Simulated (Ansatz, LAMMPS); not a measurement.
## Amorphous film on crystalline Si with 5 % C on Si sites, (110) (192 atoms): support functions against a reference

Wanted: errors and times of a linear-scaling basis for amorphous film on crystalline Si with 5 % C on Si sites, (110) (192 atoms). A setting counts as converged where the r.m.s. difference of forces stays under 1 % of the r.m.s. force.

Program: Ansatz 0.2.0. Level of theory: Kohn-Sham DFT, PBE, PAW (set soft_2), plane waves. Values are calculated unless marked as measured.

### 1. The starting structure

The cell holds 192 atoms: 182 Si and 10 C. Cell: a = 10.864 Å, b = 15.364 Å, c = 35.661 Å, α = 90.0°, β = 90.0°, γ = 90.0°. It derives from Si and C (diamond Si). A 2 x 2 x 3 block of diamond Si (a = 5.432 Å), 5 % of Si replaced at random by C with its (110) planes normal to z; the lower 33 % held fixed, the rest melted at 3500 K for 10 ps and cooled to 500 K at 100 K/ps with the Tersoff potential (Tersoff, Phys. Rev. B 39, 5566 (1989)); then all atoms free for 10 ps at 500 K, under 12 Å of vacuum. Regions: crystal, 64 atoms (62 Si and 2 C); amorphous, 128 atoms (120 Si and 8 C). Vacuum lies along c.

Limits known from the start: The starting topology of bonds comes from the classical model, and needn't be the one that DFT or experiment would give. Beside vacuum, support functions can miss their usual error bounds without a warning. The main run has no spin polarisation, so any moments at edges, vacancies or dangling bonds can't form in it. Only the Γ point is sampled, in a cell whose shortest periodic width is 11 Å.

### 2. How the cell was made

A classical potential supplies the starting structure, since it reaches far longer times than DFT.

This step: classical MD, Tersoff potential (Tersoff, Phys. Rev. B 39, 5566 (1989)) (LAMMPS 22 Jul 2025 - Update 4).

Contents of in.lmp:

```
# amorphous film on crystalline Si with 5 % C on Si sites, (110)
units metal
atom_style atomic
boundary p p p
read_data data.lmp
pair_style tersoff
pair_coeff * * SiCGe.tersoff Si(D) C
neigh_modify delay 0 every 1 check yes
thermo_style custom step time temp pe press density
thermo_modify norm yes
timestep 0.001
thermo 100
group xtal id <= 64
group hot subtract all xtal
fix hold xtal setforce 0 0 0
compute th hot temp
thermo_modify temp th
fix wall hot indent 10.0 plane z 24.16 hi units box
minimize 1e-4 1e-4 200 2000
reset_timestep 0
velocity hot create 3500 237758 mom yes dist gaussian
fix lim hot nve/limit 0.05
fix lan hot langevin 3500 3500 0.1 237759
thermo 500
run 1000 post no
unfix lim
unfix lan
thermo 1666
fix md hot nvt temp 3500 3500 0.1
run 10000 post no
unfix md
thermo 3750
fix md hot nvt temp 3500 500 0.1
run 30000 post no
unfix md
unfix hold
unfix wall
thermo_modify temp thermo_temp
velocity xtal create 500 237761 mom yes dist gaussian
thermo 2500
fix md all nvt temp 500 500 0.1
run 10000 post no
unfix md
write_dump all custom end.dump id type xs ys zs modify sort id
```

Launch:

```
> lmp -in in.lmp -log none -nocite
```

Standard output:

```text
LAMMPS (22 Jul 2025 - Update 4)
Reading data file ...
  orthogonal box = (0 0 0) to (10.864 15.36402 35.66062)
  192 atoms
WARNING: Temperature for thermo pressure is not for group all
   Step          Time           Temp          PotEng         Press         Density
         0   0              0             -4.1783404     -97596.989      1.4594809
        15   0.015          0             -4.4512561     -52093.637      1.4594809
Loop time of 0.00545861 s on 1 MPI rank(s) for 15 steps with 192 atoms
Minimization stats:
  Stopping criterion = energy tolerance
  Energy initial, next-to-last, final =
[... 16 lines left out ...]
[... 1 line left out ...]
Loop time of 2.74541 s on 1 MPI rank(s) for 10000 steps with 192 atoms
   Step          Time           Temp          PotEng         Press         Density
[... 10 lines left out ...]
Loop time of 7.74713 s on 1 MPI rank(s) for 30000 steps with 192 atoms
   Step          Time           Temp          PotEng         Press         Density
[... 2 lines left out ...]
     45000   45             498.63226     -4.3462079     -4149.7174      1.4594809
     47500   47.5           464.35583     -4.3378784     -681.65416      1.4594809
     50000   50             507.44735     -4.3443431     -5217.0644      1.4594809
     51000   51             504.50038     -4.3400855     -1341.6689      1.4594809
Loop time of 2.41028 s on 1 MPI rank(s) for 10000 steps with 192 atoms
```

Elapsed: 13 s, on 1 thread of Arm Neoverse V2, shared host; peak memory 0.086 GiB.

The input also reads data.lmp (atoms, bonds and types; not printed here).

### 3. Plane-wave single point

This run is the reference for what follows, at a cutoff of 420 eV.

Contents of input.yaml:

```yaml
crystal:
  lattice:
    - [10.864, 0.0, 0.0]
    - [0.0, 15.36402, 0.0]
    - [0.0, 0.0, 35.66062]
  atoms:
    - { symbol: Si, position: [0.00655, 0.99579, 0.02608] }
    - { symbol: Si, position: [0.15973, 0.97967, 0.07492] }
    - { symbol: Si, position: [0.2869, 0.35552, 0.07937] }
    - { symbol: Si, position: [0.4295, 0.33588, 0.1298] }
    - { symbol: Si, position: [0.29574, 0.09915, 0.07999] }
    - { symbol: Si, position: [0.42997, 0.12848, 0.13587] }
    - { symbol: Si, position: [0.03692, 0.98631, 0.12885] }
    - { symbol: Si, position: [0.1626, 0.98276, 0.18896] }
    - { symbol: Si, position: [0.03933, 0.23468, 0.13512] }
    - { symbol: Si, position: [0.15322, 0.22381, 0.19211] }
    - { symbol: Si, position: [0.2891, 0.10384, 0.18703] }
    - { symbol: Si, position: [0.41142, 0.09923, 0.02084] }
    - { symbol: Si, position: [0.29289, 0.34444, 0.18449] }
    - { symbol: Si, position: [0.3958, 0.35782, 0.02623] }
    - { symbol: Si, position: [0.03357, 0.23588, 0.02863] }
    - { symbol: Si, position: [0.1743, 0.22296, 0.07988] }
    - { symbol: Si, position: [0.02736, 0.48127, 0.0209] }
    - { symbol: Si, position: [0.15554, 0.48673, 0.07355] }
    - { symbol: Si, position: [0.28289, 0.8562, 0.07709] }
    - { symbol: Si, position: [0.42562, 0.86432, 0.12785] }
    - { symbol: Si, position: [0.29519, 0.60239, 0.07436] }
    - { symbol: Si, position: [0.42254, 0.60183, 0.12954] }
    - { symbol: Si, position: [0.04011, 0.48613, 0.13304] }
    - { symbol: Si, position: [0.17509, 0.4782, 0.18068] }
    - { symbol: Si, position: [0.0458, 0.72922, 0.13148] }
    - { symbol: Si, position: [0.17177, 0.73636, 0.18812] }
    - { symbol: Si, position: [0.29288, 0.60635, 0.17914] }
    - { symbol: C, position: [0.41573, 0.60009, 0.0371] }
    - { symbol: Si, position: [0.29857, 0.86029, 0.18369] }
    - { symbol: Si, position: [0.41274, 0.84166, 0.02146] }
    - { symbol: Si, position: [0.03184, 0.73137, 0.02872] }
    - { symbol: Si, position: [0.17434, 0.73216, 0.07766] }
    [... 154 atom lines left out ...]
    - { symbol: Si, position: [0.17759, 0.85727, 0.29712] }
    - { symbol: Si, position: [0.19306, 0.1737, 0.56652] }
    - { symbol: Si, position: [0.5428, 0.56448, 0.5556] }
    - { symbol: Si, position: [0.75492, 0.54672, 0.5372] }
    - { symbol: Si, position: [0.15313, 0.71906, 0.47733] }
    - { symbol: Si, position: [0.80352, 0.72128, 0.39442] }
kpoints:
  mp_grid: { grid: [1, 1, 1] }
hamiltonian:
  xc: pbe
scf:
  occupations: { method: gaussian, width: 0.05 }
output:
  forces: true
  populations: intrinsic
  dos:
    method: { smearing: { sigma: 0.15 } }
    de: 0.1
    projected:
      site_lists:
        C: [C]
        Si: [Si]
        crystal: [0, 1, 2, 3, 4, 5, 6, 7, 8, 9, 10, 11, 12, 13, 14, 15, 16, 17, 18, 19, 20, 21, 22, 23, 24, 25, 26, 27, 28, 29, 30, 31, 32, 33, 34, 35, 36, 37, 38, 39, 40, 41, 42, 43, 44, 45, 46, 47, 48, 49, 50, 51, 52, 53, 54, 55, 56, 57, 58, 59, 60, 61, 62, 63]
  eigenvalues: true
  write_density: true
  write_potential: true
  volumetric_format: npy
  elf: true
```

Launch:

```
> ansatz run input.yaml --threads 8 --pin off --max-ram 15872MiB --backend cpu --events-out ev --progress --plain --runs-dir out
```

Standard output:

```text
Engine: ansatz 0.2.0, aarch64-unknown-linux-gnu
Pseudopotentials: kind: paw
Pseudopotential: Si, paw, valence charge 4, recommended cutoff 420 eV (normal), Si.paw.azcp
Pseudopotential: C, paw, valence charge 4, recommended cutoff 420 eV (normal), C.paw.azcp
Functional definition: PBE
  parameter kappa = 0.804
  parameter beta = 0.066725
  exchange = pbe_x(kappa = kappa, mu = beta*pi^2/3)
  correlation = pbe_c(beta = beta)
Crystal: 192 atoms, lattice volume = 5952.282 Å³
Basis set: ecut = 420 eV, 116373 PW (Γ), exchange–correlation on 150×216×480 points (8 copies of the dense FFT grid, shifted against one another)
Bands: 576, of which v1, the nominal top of the filled ones, is band 384 counted from 1 (383 counted from 0)
Symmetry: 1 space group operations
Space group: P1 (ITA 1), of the structure as read, at distance tolerance 1.8e-4 Å
k-points: 1
Non-local potential: Si, projectors of the file, l = 0: 2, l = 1: 2, l = 2: 2
Non-local potential: C, projectors of the file, l = 0: 2, l = 1: 2, l = 2: 1
PAW form: soft (Blöchl's): semilocal exchange-correlation on the pseudo side does not see the compensation charge
PAW one-centre angular grid: Si, 110 points (default); XC on 64 Gauss nodes
PAW one-centre angular grid: C, 110 points (default); XC on 64 Gauss nodes
Initial density: superposition of atomic densities (neutral atoms: chi_scale 0, normalization atom), corrected by the library's trained network
Initial wavefunctions: pseudopotential atomic-orbital guess
Functional: x = pbe(κ = 0.804, μ = 0.219515), c = pbe(β = 0.066725)
SCF iter   1: F=—  HF=-118139.588954 eV  |F-HF|=—  |Δ(HF+E_count)|=         —  Δρ=3.69e-3  dr2=5.02e0  ethr=1.77e-3  ⟨swp⟩=7.0  Hψ=3098  notcnv=0  defer=114
preconditioner: auto → LDOS  [metal: Δε(μ)=0.023 eV  Ē_g=7.551 eV  σ=0.050 eV  W_gap=0.26  n_scr=728 (ndim 8)  ℏωp=13.3 eV  f_vac=0.327  D(μ)=77.56/eV (n_scr^D=378)  β→1.0]
SCF iter   2: F=—  HF=-118139.334526 eV  |F-HF|=—  |Δ(HF+E_count)|=   2.54e-1  Δρ=1.94e-3  dr2=1.68e0  ethr=6.54e-4  ⟨swp⟩=2.0  Hψ=678  notcnv=0  defer=172
SCF iter   3: F=—  HF=-118139.253350 eV  |F-HF|=—  |Δ(HF+E_count)|=   8.12e-2  Δρ=5.99e-4  dr2=1.09e-1  ethr=2.19e-4  ⟨swp⟩=4.0  Hψ=805  notcnv=0  defer=172
SCF iter   4: F=—  HF=-118139.249289 eV  |F-HF|=—  |Δ(HF+E_count)|=   4.06e-3  Δρ=3.02e-4  dr2=2.29e-2  ethr=1.42e-5  ⟨swp⟩=2.0  Hψ=788  notcnv=0  defer=172
SCF iter   5: F=—  HF=-118139.246744 eV  |F-HF|=—  |Δ(HF+E_count)|=   2.55e-3  Δρ=1.36e-4  dr2=5.48e-3  ethr=2.99e-6  ⟨swp⟩=2.0  Hψ=657  notcnv=0  defer=172
SCF iter   6: F=—  HF=-118139.246339 eV  |F-HF|=—  |Δ(HF+E_count)|=   4.05e-4  Δρ=6.82e-5  dr2=1.15e-3  ethr=7.13e-7  ⟨swp⟩=2.0  Hψ=640  notcnv=0  defer=172
SCF iter   7: F=—  HF=-118139.246248 eV  |F-HF|=—  |Δ(HF+E_count)|=   9.09e-5  Δρ=3.24e-5  dr2=2.64e-4  ethr=1.50e-7  ⟨swp⟩=2.0  Hψ=744  notcnv=0  defer=172
SCF iter   8: F=—  HF=-118139.246209 eV  |F-HF|=—  |Δ(HF+E_count)|=   3.91e-5  Δρ=1.60e-5  dr2=5.91e-5  ethr=3.44e-8  ⟨swp⟩=2.0  Hψ=784  notcnv=0  defer=172
SCF iter   9: F=—  HF=-118139.246866 eV  |F-HF|=—  |Δ(HF+E_count)|=   6.57e-4  Δρ=7.85e-6  dr2=1.28e-5  ethr=7.69e-9  ⟨swp⟩=2.0  Hψ=815  notcnv=0  defer=172
SCF iter  10: F=—  HF=-118139.246866 eV  |F-HF|=—  |Δ(HF+E_count)|=   3.70e-8  Δρ=4.00e-6  dr2=3.41e-6  ethr=1.66e-9  ⟨swp⟩=2.0  Hψ=794  notcnv=0  defer=172
SCF iter  11: F=—  HF=-118139.246866 eV  |F-HF|=—  |Δ(HF+E_count)|=   2.51e-7  Δρ=2.00e-6  dr2=9.17e-7  ethr=4.44e-10  ⟨swp⟩=2.0  Hψ=642  notcnv=0  defer=172
SCF iter  12: F=—  HF=-118139.246866 eV  |F-HF|=—  |Δ(HF+E_count)|=   3.29e-8  Δρ=1.03e-6  dr2=2.32e-7  ethr=1.19e-10  ⟨swp⟩=2.0  Hψ=641  notcnv=0  defer=172
SCF iter  13: F=-118139.246866 eV  HF=-118139.246866 eV  |F-HF|=3.03e-8  |Δ(HF+E_count)|=   3.97e-8  Δρ=5.36e-7  dr2=7.08e-8  ethr=1.30e-11  ⟨swp⟩=31.0  Hψ=6283  notcnv=0
SCF 1 converged in 13 iterations: F = -118139.246866 eV  dr2 = 7.08e-8
  greatest PAW one-centre occupation: 0.702 electrons in one spin orbital (limit 2), on the Si atom at site 89 (counted from 0), in its partial waves of l = 0
WARN: The output density's exchange-correlation potential varies sharply where the density is thin. Do not read a vacuum level from v_tot or v_xc, or from such a field of the output density. On a cell that repeats whose density bears no net charge and no dipole along the vacuum's axis use v_es (v_loc + v_h of the components); [...]
SCF converged after 13 iterations
Free energy (F): -118139.246866 eV
Harris-Foulkes:  -118139.246866 eV  (|F-HF|=3.03e-8)
Internal energy: -118139.138531 eV  (E = F + TS)
E sigma→0 (E₀):  -118139.192699 eV
Entropy (-TS):   -0.108335 eV (-0.564 meV/atom)
Fermi energy:    2.251590 eV
--- Per-component energies (eV) ---
  E_band       = -2237.198685
  E_kinetic    = 8121.904074
  E_local      = -276778.384747  (includes V_loc(G=0)·N_el)
  E_nonlocal   = 4974.607258
  E_hartree    = 135475.524633
  E_xc         = -10469.444530
  E_vxc        = -9025.156810  (∫ρ·V_xc dr)
  E_paw        = -94281.304656  (= ΣΔE_a)
  E_vpaw       = -481.215547  (= ΣTr[D̂ρ^β])
  E_aug_tail   = 0.001237  (compensation charges beyond the density's cutoff)
  E_ewald      = 114817.958200
  E_smearing   = -0.108335  (= −TS)
  E_closure    = -0.000000  (closes the sum)
  Σ components = -118139.246866   (vs F -118139.246866, Δ=0.00e0)
--- Forces (eV/Å), atoms counted from 1 ---
  atom   1  Si     0.41354350    -0.14148745     0.31429690
  atom   2  Si    -0.21811283     0.17418616    -0.28849108
  atom   3  Si    -0.63093565    -0.12802959     0.53875497
  atom   4  Si     0.16501353    -0.45193392     0.23100825
  atom   5  Si     1.00279481     0.54049554    -0.09085960
  atom   6  Si    -0.28940817    -1.29541297    -0.72312594
  atom   7  Si     0.50865401    -1.13533358     0.79762497
  atom   8  Si    -0.45404767    -0.32386913    -0.61422967
  atom   9  Si     0.55239170    -0.36202439    -1.09810563
  atom  10  Si     0.04667441     0.70575201    -0.04838630
  atom  11  Si    -0.02916406     0.67354837    -0.14906184
  atom  12  Si    -0.29475535     0.24315660     0.10225832
  atom  13  Si     0.92739432     0.17973522     0.21046314
  atom  14  Si     0.22669840     0.90578638    -1.02656385
[...]
atom 191  Si     0.48499331     0.25750078     0.24562200
  atom 192  Si     0.26712648     0.22098434    -0.48554999
  max |Σ_I F_I| component: 5.70e-5 eV/Å
--- Band table (eV) ---
  k-point 0: bands = ["-11.0325", "-10.9368", "-10.8421", "-10.7966", [... 560 levels ...], "6.2110", "6.2274", "6.2447", "6.2665", "6.2839", "6.2897", "6.2926", "6.3210", "6.3648", "6.3685", "6.3865", "6.3980"]
--- intrinsic populations: 192 sites ---
  site symbol       q [e]
     0     Si      4.0179
     1     Si      3.9749
     2     Si      4.0051
[...]
191     Si      3.9667
  spilling = 0.000000 (of n_electrons = 768.000000)
```

It took 96 s on 8 threads of Arm Neoverse V2, shared host; peak memory 7.9 GiB.

The program notes that the exchange-correlation potential is rough where the density is thin.

Read from the output:

```
free energy                                   : -118139.2469 eV
free energy per atom                          : -615.3086 eV/atom
SCF cycles                                    : 13
r.m.s. force component                        : 0.6666 eV/Å
longest force                                 : 3.701 eV/Å
Fermi energy                                  : 2.252 eV
levels partly filled by over 2 per cent       : 8
potential in mid-vacuum, over the Fermi level : 4.683 eV
potential 4.5 Å over the upper face           : 4.657 eV
potential 4.5 Å under the lower face          : 4.709 eV
```

The r.m.s. force component of 0.67 eV/Å sets the scale for the differences below.

### 4. Support functions medium

The cell is solved in localised support functions.

This step: Kohn-Sham DFT, PBE, PAW (set soft_2), localised support functions (medium) (Ansatz 0.2.0).

input.yaml, the sections that differ from step 3:

```yaml
scf:
  occupations: { method: gaussian, width: 0.05 }
  eigensolver: { kind: { support_functions: { accuracy: medium } } }
  mixing: { beta: 0.2 }
  max_iter: 150
output:
  forces: true
  eigenvalues: true
# crystal, kpoints, hamiltonian: as in step 3
```

Standard output:

```text
Warning: scf.eigensolver.kind.support_functions: disabling space-group detection — the functions' gradient is summed over unrotated k-points, so no spatial operation reduces the k-mesh or symmetrises the density; time reversal is kept, so that k and −k are solved as one point where they differ and the mesh holds both, and exact exchange and, on two spinor components, a DFT+U term hold to it where the run has them: [...]
settings of this run that can trade accuracy for cost: scf.eigensolver.kind.support_functions [...]
[...]
Crystal: 192 atoms, lattice volume = 5952.282 Å³
Basis set: ecut = 420 eV, 116373 PW (Γ), exchange–correlation on 150×216×480 points (8 copies of the dense FFT grid, shifted against one another)
Bands: 461, of which v1, the nominal top of the filled ones, is band 384 counted from 1 (383 counted from 0)
Symmetry: 1 space group operations
k-points: 1
[...]
SCF iter   1: F=—  HF=-118121.054214 eV  |F-HF|=—  |Δ(HF+E_count)|=         —  Δρ=4.28e-2  dr2=2.29e2  ethr=1.00e-1
[...]
SCF iter  27: F=—  HF=-118139.297885 eV  |F-HF|=—  |Δ(HF+E_count)|=   1.43e-4  Δρ=3.44e-6  dr2=4.08e-6  ethr=1.41e-9  κ⁻¹=3.0e-4(r=7)
SCF iter  28: F=-118139.298112 eV  HF=-118139.297968 eV  |F-HF|=1.43e-4  |Δ(HF+E_count)|=   8.36e-5  Δρ=3.41e-6  dr2=2.25e-6  ethr=5.32e-10
SCF 1 converged in 28 iterations: F = -118139.324437 eV  dr2 = 2.25e-6
[...]
SCF converged after 28 iterations
Stability not checked: this state was not tested for a lower state beside it, because the mixer in use, unlike msr1, does not test its closes by its own steps (another_mixer; see scf.mixing.algorithm and scf.lower_state_search)
Free energy (F): -118139.324437 eV
[...]
Internal energy: -118139.216412 eV  (E = F + TS)
E sigma→0 (E₀):  -118139.270424 eV
Entropy (-TS):   -0.108025 eV (-0.563 meV/atom)
Fermi energy:    2.251621 eV
[...]
Σ components = -118139.324437   (vs F -118139.324437, Δ=0.00e0)
--- Forces (eV/Å), atoms counted from 1 ---
  atom   1  Si     0.41354982    -0.14145482     0.31412207
  atom   2  Si    -0.21811170     0.17402804    -0.28858959
  atom   3  Si    -0.63087677    -0.12822546     0.53856557
  atom   4  Si     0.16524267    -0.45206175     0.23108578
[...]
atom 192  Si     0.26743352     0.22088593    -0.48535071
  max |Σ_I F_I| component: 3.11e-3 eV/Å
--- Band table (eV) ---
[...]
```

Wall time 2.7 min (8 threads); peak memory 6.5 GiB.

The program notes that the band table was not solved further than the SCF left it and it switched symmetry off. Further notices: vacuum switching off with vacuum.

Keys that differ from the reference: support_functions.accuracy = "medium", scf.max_iter = 150 and scf.mixing.beta = 0.2.

Forces differ from the reference by 0.20 meV/Å r.m.s., 0.031 % of their size, well within a tolerance of 1 %; the energy by -0.40 meV/atom. It took roughly 1.7 times the reference's time (one timing each, with unlike analyses asked), in 28 cycles against 13.

### 5. Support functions low

The cell is solved in localised support functions.

This step: Kohn-Sham DFT, PBE, PAW (set soft_2), localised support functions (low) (Ansatz 0.2.0).

input.yaml, the sections that differ from step 4:

```yaml
scf:
  occupations: { method: gaussian, width: 0.05 }
  eigensolver: { kind: { support_functions: { accuracy: low } } }
  mixing: { beta: 0.2 }
  max_iter: 150
# crystal, kpoints, hamiltonian, output: as in step 4
```

Standard output:

```text
[...]
Crystal: 192 atoms, lattice volume = 5952.282 Å³
Basis set: ecut = 420 eV, 116373 PW (Γ), exchange–correlation on 150×216×480 points (8 copies of the dense FFT grid, shifted against one another)
Bands: 461, of which v1, the nominal top of the filled ones, is band 384 counted from 1 (383 counted from 0)
Symmetry: 1 space group operations
k-points: 1
[...]
SCF iter   1: F=—  HF=-118121.044645 eV  |F-HF|=—  |Δ(HF+E_count)|=         —  Δρ=4.28e-2  dr2=2.29e2  ethr=1.00e-1
[...]
SCF iter  24: F=—  HF=-118139.294978 eV  |F-HF|=—  |Δ(HF+E_count)|=   1.86e-3  Δρ=1.23e-5  dr2=5.57e-5  ethr=1.45e-8  κ⁻¹=8.1e-5(r=7)
SCF iter  25: F=-118139.297004 eV  HF=-118139.296291 eV  |F-HF|=7.13e-4  |Δ(HF+E_count)|=   1.31e-3  Δρ=9.42e-6  dr2=2.02e-5  ethr=7.26e-9
SCF 1 converged in 25 iterations: F = -118139.324423 eV  dr2 = 2.02e-5
[...]
SCF converged after 25 iterations
[...]
Free energy (F): -118139.324423 eV
[...]
Internal energy: -118139.216414 eV  (E = F + TS)
E sigma→0 (E₀):  -118139.270418 eV
Entropy (-TS):   -0.108010 eV (-0.563 meV/atom)
Fermi energy:    2.250825 eV
[...]
Σ components = -118139.324423   (vs F -118139.324423, Δ=0.00e0)
--- Forces (eV/Å), atoms counted from 1 ---
  atom   1  Si     0.41361958    -0.14149139     0.31406729
  atom   2  Si    -0.21814625     0.17404409    -0.28859189
  atom   3  Si    -0.63086255    -0.12820818     0.53842626
  atom   4  Si     0.16535000    -0.45216066     0.23118301
[...]
atom 192  Si     0.26746565     0.22091919    -0.48532151
  max |Σ_I F_I| component: 2.76e-3 eV/Å
--- Band table (eV) ---
[...]
```

Run time: 2.5 min. Hardware: 8 threads; peak memory 6.3 GiB; 20 min of CPU time.

Keys that differ from the reference: support_functions.accuracy = "low", scf.max_iter = 150 and scf.mixing.beta = 0.2.

Forces differ from the reference by 0.23 meV/Å r.m.s., 0.034 % of their size, well within a tolerance of 1 %; the energy by -0.40 meV/atom. It took roughly 1.6 times the reference's time (one timing each, with unlike analyses asked), in 25 cycles against 13.

[end of part 1 of 3]

[Long decimals in the printed logs are rounded to 6 places.]

[Logs are printed without paths, hosts, clocks, repeated set-up lines and the standing remarks that a program may print on its own settings, such as how far it seeks lower states.]

[Hosts, paths, dates, database ids (printed as entryN), source tags and the programs' standing remarks are cut or masked in the printed files.]
